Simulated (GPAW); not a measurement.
## Core-hole calculation of the B K edge in YCo3B2 (P6/mmm)

Aim: the near-edge shape at the B K edge of YCo3B2 (P6/mmm), and what the core hole does to it.

Program: GPAW 26.7.0. Level of theory: X-ray absorption from dipole matrix elements to empty bands, plane-wave PAW LDA. Results are calculated unless marked as measured.

## (1) The structure

It takes space group P6/mmm (No. 191, hexagonal). The conventional cell has a = 5.033 Å, b = 5.033 Å, c = 3.038 Å, α = 90.00°, β = 90.00°, γ = 120.00°. Nearest to Y lie 6 B at 2.91 Å and 12 Co at 2.94 Å and 2 Y at 3.04 Å. Co has 4 B at 2.10 Å and 4 Co at 2.52 Å and 4 Y at 2.94 Å nearest. B has 6 Co at 2.10 Å and 3 B at 2.91 Å and 3 Y at 2.91 Å nearest. Farther neighbours are not listed.

As a file:

```xyz
6
Lattice="5.0330 0.0000 0.0000 -2.5165 4.3587 0.0000 0.0000 0.0000 3.0380" Properties=species:S:1:pos:R:3 pbc="T T T"
Y     0.0000    0.0000    0.0000
Co   -1.2583    2.1794    1.5190
Co    1.2583    2.1794    1.5190
Co    2.5165    0.0000    1.5190
B     2.5165    1.4529    0.0000
B     0.0000    2.9058    0.0000
```

## (2) Ground state of the crystal

The ground state comes first: it tells whether the system has a gap, which decides how the excited electron is treated.

scf.py

```python
import numpy as np
from ase import Atoms
from ase.parallel import parprint, paropen
from gpaw import GPAW, PW, FermiDirac, Mixer, MixerDif, setup_paths
from gpaw.test import gen
setup_paths.insert(0, '.')
gen('B', name='nch1s', xcname='LDA', corehole=(1, 0, 0), write_xml=True)
from gpaw.mpi import world
world.barrier()

atoms = Atoms('YCo3B2',
    cell=[[5.033, 0, 0],
     [-2.5165, 4.35870586, 0],
     [0, 0, 3.038]],
    scaled_positions=[[0, 0, 0],
     [0, 0.5, 0.5],
     [0.5, 0.5, 0.5],
     [0.5, 0, 0.5],
     [0.66666667, 0.33333333, 0],
     [0.33333333, 0.66666667, 0]],
    magmoms=[0.0, 3.0, 3.0, 3.0, 0.0, 0.0],
    pbc=True)
atoms.calc = calc = GPAW(legacy_gpaw=True, mode=PW(430), xc='LDA', setups={4: 'nch1s'},
    kpts={'size': (6, 6, 8), 'gamma': True}, occupations=FermiDirac(0.05),
    charge=0, mixer=MixerDif(0.05, 8, 50), maxiter=150,
    convergence={'density': 0.0001}, txt='scf.txt')
energy = atoms.get_potential_energy() + calc.get_reference_energy()
ef = calc.get_fermi_level()
out = dict(energy=energy, fermi=ef, forces=atoms.get_forces().tolist(), magmoms=atoms.get_magnetic_moments().tolist())
parprint(f'all-electron energy {energy:.4f} eV, Fermi level {ef:.4f} eV')
ev = np.array([[calc.get_eigenvalues(k, s) for k in range(len(calc.get_ibz_k_points()))] for s in range(calc.get_number_of_spins())])
out['homo'], out['lumo'], out['counts'] = ev[ev < ef].max(), ev[ev > ef].min(), sorted(set((ev < ef).sum((0, 2)).tolist()))
out['filled'] = (ev[:, 0] < ef).sum(1).tolist()
import json
with paropen('out.json', 'w') as f:
    json.dump(out, f)
```

On the command line:

```sh
$ OMP_NUM_THREADS=1 mpirun -n 4 gpaw python scf.py
```

Numbers of over 12 decimals in the logs are rounded to 6 here.

The program printed:

```text
Input parameters:
  convergence: {density: 0.0001}
  kpts: {gamma: True,
         size: (6, 6, 8)}
  maxiter: 150
  mixer: {backend: pulay,
          beta: 0.05,
          method: difference,
          nmaxold: 8,
          weight: 50}
  mode: {ecut: 430.0,
         name: pw}
  occupations: {fixmagmom: False,
                name: fermi-dirac,
                width: 0.05}
  setups: {4: nch1s}

Initialize ...

[... PAW data sets ...]

Reference energy: -206827.915106  # eV

Spin-polarized calculation.
Initial magnetic moment: 9.000000

[... convergence settings ...]
Symmetries present (total): 4
  [... symmetry matrices ...]

288 k-points: 6 x 6 x 8 Monkhorst-Pack grid + [1/12,1/12,1/16]
65 k-points in the irreducible part of the Brillouin zone
       k-points in crystal coordinates                weights
   0:     0.00000000    0.00000000    0.00000000          1/288
   1:     0.00000000    0.00000000    0.12500000          2/288
   2:     0.00000000    0.00000000    0.25000000          2/288
   3:     0.00000000    0.00000000    0.37500000          2/288
   4:     0.00000000    0.00000000    0.50000000          1/288
   5:     0.00000000    0.16666667    0.00000000          2/288
   6:     0.00000000    0.16666667    0.12500000          4/288
   7:     0.00000000    0.16666667    0.25000000          4/288
   8:     0.00000000    0.16666667    0.37500000          4/288
   9:     0.00000000    0.16666667    0.50000000          2/288
          ...
  64:     0.50000000    0.50000000    0.50000000          2/288

Wave functions: Plane wave expansion
  Cutoff energy: 430.000 eV
  Number of coefficients (min, max): 1336, 1378
  Pulay-stress correction: 0.000000 eV/Ang^3 (de/decut=0.000000)
  Using FFTW library
  Wavefunction extrapolation:
    Improved wavefunction reuse through dual PAW basis

Occupation numbers: Fermi-Dirac:
  width: 0.0500  # eV

Eigensolver
   Davidson(niter=2)

Densities:
  Coarse grid: 25*25*15 grid
  Fine grid: 50*50*30 grid
  Total Charge: 0.000000

Density mixing:
  Method: difference
  Backend: pulay
  Linear mixing parameter: 0.05
  old densities: 8
  Width of damping distribution: 1.1
  Damping of long wavelength oscillations: 50

[... Hamiltonian set-up ...]
Number of atoms: 6
Number of atomic orbitals: 48
Number of bands in calculation: 36
Number of valence electrons: 44
Bands to converge: occupied

... initialized

Initializing position-dependent things.

Density initialized from atomic densities
Creating initial wave functions:
  36 bands from LCAO basis set

        Co    Co
                Co
            B    B
          Y

Atomic positions and initial magnetic moments

Positions:
   0 Y      0.000000    0.000000    0.000000    ( 0.0000,  0.0000,  0.0000)
   1 Co    -1.258250    2.179353    1.519000    ( 0.0000,  0.0000,  3.0000)
   2 Co     1.258250    2.179353    1.519000    ( 0.0000,  0.0000,  3.0000)
   3 Co     2.516500    0.000000    1.519000    ( 0.0000,  0.0000,  3.0000)
   4 B      2.516500    1.452902    0.000000    ( 0.0000,  0.0000,  0.0000)
   5 B     -0.000000    2.905804    0.000000    ( 0.0000,  0.0000,  0.0000)

Unit cell:
           periodic     x           y           z      points  spacing
  1. axis:    yes    5.033000    0.000000    0.000000    25     0.1743
  2. axis:    yes   -2.516500    4.358706    0.000000    25     0.1743
  3. axis:    yes    0.000000    0.000000    3.038000    15     0.2025

  Lengths:   5.033000   5.033000   3.038000
  Angles:   90.000000  90.000000 120.000000

Effective grid spacing dv^(1/3) = 0.1923

iter:   1   -49.171380                   +9.0220
iter:   2   -50.757526   -0.65  -1.32    +5.2855
iter:   3   -51.461406   -1.40  -1.36    +0.8752
iter:   4   -51.064887   -1.58  -1.45    +1.1526
iter:   5   -51.107486   -2.38  -1.66    +0.8770
iter:   6   -51.121498   -2.26  -1.70    +0.4635
iter:   7   -51.166525   -2.21  -1.84    +0.0029
iter:   8   -51.160361   -2.61  -2.12    +0.0073
iter:   9   -51.180844c  -3.17  -2.18    +0.0078
iter:  10   -51.134945   -2.95  -2.05    +0.0060
iter:  11   -51.134767   -3.58  -2.74    +0.0039
iter:  12   -51.134363c  -4.87  -3.25    +0.0010
iter:  13   -51.134236c  -4.88  -3.27    +0.0002
iter:  14   -51.134210c  -5.76  -3.96    -0.0001
iter:  15   -51.134210c  -6.53  -4.00    -0.0001
iter:  16   -51.134205c  -6.91  -4.02c   -0.0001
iter:  17   -51.134209c  -6.69  -4.21c   -0.0001
iter:  18   -51.134210c  -7.42c -4.60c   -0.0000

Converged after 18 iterations.

Dipole moment: (-0.000000, 0.000000, 0.000000) |e|*Ang

Total magnetic moment: (0.000000, 0.000000, -0.000021)
Local magnetic moments:
   0 Y  ( 0.000000,  0.000000,  0.000002)
   1 Co ( 0.000000,  0.000000, -0.000011)
   2 Co ( 0.000000,  0.000000, -0.000011)
   3 Co ( 0.000000,  0.000000, -0.000011)
   4 B  ( 0.000000,  0.000000,  0.000001)
   5 B  ( 0.000000,  0.000000,  0.000001)

Energy contributions relative to reference atoms: (reference = -206827.915106)

Kinetic:        +27.899957
Potential:      -23.040567
External:        +0.000000
XC:             -56.473302
Entropy (-ST):   -0.027457
Local:           +0.493431
SIC:             +0.000000
--------------------------
Free energy:    -51.147938
Extrapolated:   -51.134210

Spin contamination: 0.000011 electrons
Showing only first 2 kpts
                      Up                     Down
 Kpt  Band  Eigenvalues  Occupancy  Eigenvalues  Occupancy
  0    20      9.54330    0.99989      9.54330    0.99989
  0    21      9.72281    0.99605      9.72280    0.99605
  0    22     10.52262    0.00003     10.52261    0.00003
  0    23     11.32138    0.00000     11.32138    0.00000

  1    20      9.98512    0.57057      9.98512    0.57058
  1    21      9.98518    0.57027      9.98518    0.57027
  1    22     10.52274    0.00003     10.52273    0.00003
  1    23     10.73977    0.00000     10.73977    0.00000

Fermi level: 9.99933

No gap
No difference between direct/indirect transitions

Forces in eV/Ang:
  0 Y     0.00000    0.00000    0.00000
  1 Co   -0.00000   -0.00000    0.00000
  2 Co    0.00000   -0.00000    0.00000
  3 Co    0.00000    0.00000    0.00000
  4 B     0.00000   -0.00004    0.00000
  5 B     0.00000    0.00004    0.00000
Scalar-relativistic atomic LDA calculation for B (Boron, Z=5)
Core hole in 1s state (1s occupation: 2.0)
300 radial gridpoints.
|------------------------------------------------|
|------------------------------------------------|
[... the atom generator's iteration count ...]

Energy contributions:
-------------------------
Kinetic:      +24.180604
XC:            -3.523894
Potential:    -45.007336
-------------------------
Total:        -24.350626

state      eigenvalue         ekin         rmax
-----------------------------------------------
1s^2.0 :    -6.565858    10.670813        0.212
2s^2.0 :    -0.344821     1.048488        1.518
2p^1.0 :    -0.136481     0.742001        1.561
-----------------------------------------------
(units: Bohr and Hartree)

Generating PAW setup
Kinetic energy of the core from tauc = 21.348427
Cutoffs:
rc(s)=1.200
rc(p)=1.200
rc(d)=1.200
rc(vbar)=1.080
rc(comp)=1.200
rc(nct)=1.200

Kinetic energy of the core states: 21.341627
Charge: 0.0
Core electrons: 2.0
Valence electrons: 3.0
Pseudo-core charge: 0.117059
Shape function alpha=6.944
Pseudo-electron charge 3.110279
state    eigenvalue         norm
--------------------------------
2s(2) :    -0.344821     1.005361
*s    :     0.655179
2p(1) :    -0.136481     0.982498
*p    :     0.863519
*d    :     0.000000
--------------------------------

Diagonalizing with gridspacing h=0.050

state   all-electron     PAW
-------------------------------
2s:      -0.344821    -0.345234
2p:      -0.136481    -0.136840
*d:                    0.041809
*f:                    0.072211
-------------------------------
all-electron energy -206879.0493 eV, Fermi level 9.9993 eV
```

Elapsed: 41 s, on 4 MPI ranks of Intel Xeon Platinum 8559C (Emerald Rapids), shared host; peak memory 0.28 GiB; 2.7 min of CPU time.

The mesh shows no gap, so the system is treated as a metal and the core electron is put at the Fermi level (neutral cell).

## (3) Spectrum without a core hole, B atom 5

This cheap baseline ignores the attraction of the hole: it shows the absorber's empty states as they are in the ground state. The data set with a hole of occupation 0 only carries the core orbital.

The absorber has 6 Co at 2.10 Å (distorted trigonal prismatic, site symmetry -6m2).

xas.py

```python
import numpy as np
from ase import Atoms
from ase.parallel import parprint, paropen
from gpaw import GPAW, PW, FermiDirac, Mixer, MixerDif, setup_paths
from gpaw.test import gen
setup_paths.insert(0, '.')
gen('B', name='nch1s', xcname='LDA', corehole=(1, 0, 0), write_xml=True)
from gpaw.mpi import world
world.barrier()

atoms = Atoms('YCo3B2',
    cell=[[5.033, 0, 0],
     [-2.5165, 4.35870586, 0],
     [0, 0, 3.038]],
    scaled_positions=[[0, 0, 0],
     [0, 0.5, 0.5],
     [0.5, 0.5, 0.5],
     [0.5, 0, 0.5],
     [0.66666667, 0.33333333, 0],
     [0.33333333, 0.66666667, 0]],
    magmoms=[0.0, 3.0, 3.0, 3.0, 0.0, 0.0],
    pbc=True)
atoms.calc = calc = GPAW(legacy_gpaw=True, mode=PW(430), xc='LDA', setups={4: 'nch1s'},
    kpts={'size': (8, 8, 11), 'gamma': True}, occupations=FermiDirac(0.1),
    charge=0, mixer=MixerDif(0.05, 8, 50), maxiter=150,
    convergence={'density': 0.0001}, txt='scf.txt')
energy = atoms.get_potential_energy() + calc.get_reference_energy()
ef = calc.get_fermi_level()
out = dict(energy=energy, fermi=ef, forces=atoms.get_forces().tolist(), magmoms=atoms.get_magnetic_moments().tolist())
parprint(f'all-electron energy {energy:.4f} eV, Fermi level {ef:.4f} eV')
ev = np.array([[calc.get_eigenvalues(k, s) for k in range(len(calc.get_ibz_k_points()))] for s in range(calc.get_number_of_spins())])
out['homo'], out['lumo'], out['counts'] = ev[ev < ef].max(), ev[ev > ef].min(), sorted(set((ev < ef).sum((0, 2)).tolist()))
out['filled'] = (ev[:, 0] < ef).sum(1).tolist()

from ase.units import Ha
from gpaw.xas import dipole_matrix_elements
nb = int(calc.get_number_of_electrons() / 2) + 63
top, nb = nb, nb + 8 + nb // 12
nscf = calc.fixed_density(kpts={'size': (5, 5, 7), 'gamma': True}, nbands=nb,
    convergence={'bands': top, 'eigenstates': 1e-5}, maxiter=60, txt='nscf.txt')
cell = atoms.cell.array
ops = [cell.T @ U.T @ np.linalg.inv(cell.T) for U in nscf.wfs.kd.symmetry.op_scc]
E = np.arange(-25, 34, 0.1)
fwhm = np.interp(E, [4, 25], [0.9, 3.5])
Y, X, zero, highest = 0, 0, 1e9, 1e9
for spin in range(nscf.get_number_of_spins()):
    wfs = nscf.wfs
    A = dipole_matrix_elements(wfs.setups[4])
    eps = np.zeros((wfs.kd.nibzkpts, nb))
    d = np.zeros((3, A.shape[1], wfs.kd.nibzkpts, nb), complex)
    for kpt in wfs.kpt_u:
        if kpt.s == spin and 4 in kpt.P_ani:
            eps[kpt.k] = kpt.eps_n * Ha
            d[:, :, kpt.k] = (kpt.weight * wfs.nspins / 2) ** 0.5 * np.inner(A, kpt.P_ani[4])
    world.sum(eps)
    world.sum(d)
    T = np.einsum('amkn,bmkn->abkn', d, d.conj()).real
    T = sum(np.einsum('ai,ijkn,bj->abkn', R, T, R) for R in ops) / len(ops)
    empty = eps > ef
    zero, highest = min(zero, eps[empty].min()), min(highest, eps[:, top - 1].min())
    lines = [(eps, T, empty)] if spin == 0 else lines + [(eps, T, empty)]
for eps, T, empty in lines:
    f = np.einsum('aakn->akn', T).reshape(3, -1)
    x = eps.ravel() - zero
    w = np.interp(x, E, fwhm) / 2.35482
    g = np.exp(-0.5 * ((E[:, None] - x) / w) ** 2) / (w * (2 * np.pi) ** 0.5)
    Y = Y + (f * empty.ravel()) @ g.T
    X = X + (f * ~empty.ravel()) @ g.T
out.update(E=E.round(2).tolist(), xas=Y.tolist(), xes=X.tolist(), zero=zero, valid=highest - zero, nk=len(eps), nb=nb)
for i in range(0, len(E), 10):
    parprint(f'{E[i]:7.2f}', *(f'{v:10.3e}' for v in Y[:, i]))
import json
with paropen('out.json', 'w') as f:
    json.dump(out, f)
```

On the command line:

```sh
$ OMP_NUM_THREADS=1 mpirun -n 4 gpaw python xas.py
```

The program printed:

```text
Input parameters:
  convergence: {density: 0.0001}
  kpts: {gamma: True,
         size: (8, 8, 11)}
  maxiter: 150
  mixer: {backend: pulay,
          beta: 0.05,
          method: difference,
          nmaxold: 8,
          weight: 50}
  mode: {ecut: 430.0,
         name: pw}
  occupations: {fixmagmom: False,
                name: fermi-dirac,
                width: 0.1}
  setups: {4: nch1s}

Initialize ...

[...]
2s:      -0.344821    -0.345234
2p:      -0.136481    -0.136840
*d:                    0.041809
*f:                    0.072211
-------------------------------
all-electron energy -206879.0413 eV, Fermi level 10.0077 eV
 -25.00 4.433e-251 4.433e-251 2.455e-251
 -24.00 2.598e-241 2.598e-241 1.403e-241
 -23.00 9.680e-232 9.679e-232 5.113e-232
 -22.00 2.293e-222 2.293e-222 1.188e-222
[...]
32.00  4.771e-04  4.771e-04  4.549e-04
  33.00  4.466e-04  4.466e-04  4.808e-04
[key lines of the parts left out:]
Converged after 18 iterations.
Dipole moment: (-0.000000, 0.000000, -0.000000) |e|*Ang
Free energy:    -51.186214
Fermi level: 10.00767
```

Elapsed: 1.7 min, on 4 MPI ranks; peak memory 0.44 GiB.

The B K spectrum, B atom 5, no core hole (energy from the lowest empty level; intensity scaled to a mean of 1 over the first 20 eV; polarised curves are means over the symmetry-equivalent atoms):

```csv
E (eV),isotropic,ε ⊥ c,ε ∥ c
-2.0,0.00,0.00,0.00
-1.5,0.00,0.00,0.00
-1.0,0.00,0.00,0.00
-0.5,0.07,0.07,0.05
0.0,0.28,0.29,0.26
0.5,0.47,0.44,0.54
1.0,0.72,0.73,0.72
1.5,0.95,1.01,0.82
2.0,0.84,0.74,1.05
2.5,0.69,0.54,1.00
3.0,0.59,0.51,0.76
3.5,0.75,0.84,0.57
4.0,1.13,1.37,0.65
4.5,1.47,1.65,1.10
5.0,1.44,1.46,1.39
5.5,1.53,1.49,1.62
6.0,1.84,1.88,1.76
6.5,2.04,2.32,1.49
7.0,1.92,2.41,0.95
7.5,1.59,2.11,0.56
8.0,1.13,1.52,0.34
8.5,0.67,0.91,0.19
9.0,0.44,0.58,0.16
9.5,0.40,0.49,0.23
10.0,0.44,0.50,0.32
10.5,0.50,0.54,0.42
11.0,0.59,0.57,0.62
11.5,0.70,0.57,0.97
12.0,0.83,0.55,1.39
12.5,0.94,0.57,1.68
13.0,0.98,0.61,1.72
13.5,0.95,0.64,1.57
14.0,0.91,0.66,1.40
14.5,0.92,0.72,1.33
15.0,1.01,0.84,1.36
15.5,1.17,1.02,1.47
16.0,1.31,1.18,1.57
16.5,1.37,1.26,1.57
17.0,1.30,1.23,1.46
17.5,1.16,1.10,1.27
18.0,1.00,0.96,1.08
18.5,0.89,0.87,0.94
19.0,0.86,0.85,0.87
19.5,0.88,0.90,0.83
20.0,0.92,0.98,0.81
20.5,0.95,1.04,0.77
21.0,0.96,1.06,0.74
21.5,0.93,1.04,0.72
22.0,0.89,0.97,0.72
22.5,0.84,0.89,0.73
23.0,0.79,0.82,0.73
23.5,0.75,0.77,0.71
24.0,0.71,0.73,0.67
24.5,0.68,0.71,0.61
25.0,0.65,0.70,0.55
25.5,0.62,0.68,0.50
26.0,0.60,0.66,0.46
26.5,0.58,0.64,0.44
27.0,0.57,0.63,0.43
27.5,0.57,0.63,0.44
28.0,0.58,0.64,0.45
28.5,0.59,0.65,0.47
29.0,0.60,0.66,0.47
29.5,0.59,0.65,0.47
30.0,0.57,0.62,0.46
30.5,0.53,0.57,0.44
31.0,0.48,0.52,0.42
31.5,0.44,0.46,0.40
32.0,0.41,0.41,0.39
```

Main maxima below 24 eV (height): 1.5 eV (0.95), 4.6 eV (1.48), 6.6 eV (2.04), 13.0 eV (0.98), 16.5 eV (1.37) and 20.8 eV (0.96). A K edge sees empty p states on the absorber.

The same matrix elements for filled bands give the B K emission of B atom 5 (ground-state approximation; energy from the lowest empty level, largest value 1):

```csv
E (eV),emission
-24.00,0.00
-23.25,0.00
-22.50,0.00
-21.75,0.00
-21.00,0.00
-20.25,0.00
-19.50,0.00
-18.75,0.00
-18.00,0.00
-17.25,0.00
-16.50,0.00
-15.75,0.00
-15.00,0.00
-14.25,0.00
-13.50,0.00
-12.75,0.00
-12.00,0.00
-11.25,0.00
-10.50,0.00
-9.75,0.01
-9.00,0.02
-8.25,0.04
-7.50,0.05
-6.75,0.03
-6.00,0.12
-5.25,0.31
-4.50,0.68
-3.75,0.81
-3.00,1.00
-2.25,0.57
-1.50,0.21
-0.75,0.23
0.00,0.10
0.75,0.01
1.50,0.00
2.25,0.00
3.00,0.00
```

Emission maxima: -3.0 eV (1.00).

## (4) Supercell without a hole, the energy reference

The photon energy needs a difference of total energies, so the cell and mesh of the coming hole run are first run without a hole.

Changes to scf.py since step 2:

```diff
@@ -10,16 +10,28 @@
 
-atoms = Atoms('YCo3B2',
-    cell=[[5.033, 0, 0],
-     [-2.5165, 4.35870586, 0],
-     [0, 0, 3.038]],
+atoms = Atoms('Y3Co9B6',
+    cell=[[2.5165, 4.35870586, -3.038],
+     [2.5165, -4.35870586, -3.038],
+     [-5.033, 0, -3.038]],
     scaled_positions=[[0, 0, 0],
-     [0, 0.5, 0.5],
-     [0.5, 0.5, 0.5],
-     [0.5, 0, 0.5],
+     [0.33333333, 0.33333333, 0.33333333],
+     [0.66666667, 0.66666667, 0.66666667],
+     [0, 0.5, 0],
+     [0.33333333, 0.83333333, 0.33333333],
+     [0.66666667, 0.16666667, 0.66666667],
+     [0.16666667, 0.66666667, 0.66666667],
+     [0.5, 0, 0],
+     [0.83333333, 0.33333333, 0.33333333],
+     [0, 0, 0.5],
+     [0.33333333, 0.33333333, 0.83333333],
+     [0.66666667, 0.66666667, 0.16666667],
+     [0.33333333, 0, 0.66666667],
      [0.66666667, 0.33333333, 0],
-     [0.33333333, 0.66666667, 0]],
-    magmoms=[0.0, 3.0, 3.0, 3.0, 0.0, 0.0],
+     [0, 0.66666667, 0.33333333],
+     [0.33333333, 0.66666667, 0],
+     [0.66666667, 0, 0.33333333],
+     [0, 0.33333333, 0.66666667]],
+    magmoms=[0.0, 0.0, 0.0, 3.0, 3.0, 3.0, 3.0, 3.0, 3.0, 3.0, 3.0, 3.0, 0.0, 0.0, 0.0, 0.0, 0.0, 0.0],
     pbc=True)
-atoms.calc = calc = GPAW(legacy_gpaw=True, mode=PW(430), xc='LDA', setups={4: 'nch1s'},
-    kpts={'size': (6, 6, 8), 'gamma': True}, occupations=FermiDirac(0.05),
+atoms.calc = calc = GPAW(legacy_gpaw=True, mode=PW(430), xc='LDA', setups={12: 'nch1s'},
+    kpts={'size': (3, 3, 3), 'gamma': True}, occupations=FermiDirac(0.1),
     charge=0, mixer=MixerDif(0.05, 8, 50), maxiter=150,
```

On the command line:

```sh
$ OMP_NUM_THREADS=1 mpirun -n 4 gpaw python scf.py
```

The program printed:

```text
Input parameters:
  convergence: {density: 0.0001}
  kpts: {gamma: True,
         size: (3, 3, 3)}
  maxiter: 150
  mixer: {backend: pulay,
          beta: 0.05,
          method: difference,
          nmaxold: 8,
          weight: 50}
  mode: {ecut: 430.0,
         name: pw}
  occupations: {fixmagmom: False,
                name: fermi-dirac,
                width: 0.1}
  setups: {12: nch1s}

Initialize ...

[...]
2s(2) :    -0.344821     1.005361
*s    :     0.655179
2p(1) :    -0.136481     0.982498
*p    :     0.863519
*d    :     0.000000
--------------------------------

Diagonalizing with gridspacing h=0.050

state   all-electron     PAW
-------------------------------
2s:      -0.344821    -0.345234
2p:      -0.136481    -0.136840
*d:                    0.041809
*f:                    0.072211
-------------------------------
all-electron energy -620637.0827 eV, Fermi level 9.9898 eV
[key lines of the parts left out:]
Converged after 19 iterations.
Dipole moment: (0.000000, -0.000000, -0.000000) |e|*Ang
Free energy:   -153.541658
Fermi level: 9.98979
```

Elapsed: 2 min, on 4 MPI ranks; peak memory 0.49 GiB; 8 min of CPU time.

Reference energy: -620637.083 eV with the cores included.

(Part 1 of 3 ends here.)

[Banner, clock and machine lines of the logs are left out without a mark of their own.]

[Logs are printed without paths, hosts, clocks, repeated set-up lines and the standing remarks that a program may print on its own settings, such as how far it seeks lower states.]

[Hosts, paths, dates, database ids (printed as entryN), source tags and the programs' standing remarks are cut or masked in the printed files.]

[Lists of maxima count a maximum above −3 eV only where it reaches 4 % of the highest in the window and stands out from its surroundings by 2 % of it (1.5 % where it reaches 55 %); shoulders and weaker maxima are passed over, and of the rest the first, up to two pre-edge ones and the few strongest are named.]
